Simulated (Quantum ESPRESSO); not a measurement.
# Energy and gap at +3 % biaxial strain: 1T-HfO2, 1 layer

**Set-up.** Quantum ESPRESSO 7.5 driven by ASE, PBE, GBRV ultrasoft, ESM (bc1); atomic heights clamped; cell area 9.156 Å² at zero strain.

```
strain (%)  energy (meV a cell)  gap on the mesh (eV)
        −3               129.51                 5.106
      −1.5                25.93                 4.999
         0                 0.00                 4.881
      +1.5                42.52                 4.754
```

To predict: What are energy and gap at +3 %, and how stiff is the sheet?

**Worked estimate.** About zero, E'' = (25.93 + 42.52 − 2 × 0.00)/1.5² = 30.42 meV per %² and E' = (42.52 − 25.93)/3 = 5.53 meV per %. With E = A K ε², where K = (C11 + C22)/2 + C12 (C11 + C12 for a hexagonal sheet), K = 30.42 × 10/(2 × 9.156) × 16.02 = 266 N/m. The parabola gives E(+3 %) = 0.00 + 3 × (5.53) + 4.5 × 30.42 = 153.5 meV. Continuing the last slope, the gap is 2 × 4.754 − 4.881 = 4.627 eV.

What the calculation gave: E = 145.8 meV and the gap 4.619 eV. The parabola misses by +7.7 meV, too high, since bonds soften under tension. The gap's line misses by +0.008 eV.

**Limits.** Clamped heights stiffen sheets with several planes. Semilocal gap, no spin-orbit coupling.

[Logs are printed without paths, hosts, clocks, repeated set-up lines and the standing remarks that a program may print on its own settings, such as how far it seeks lower states.]
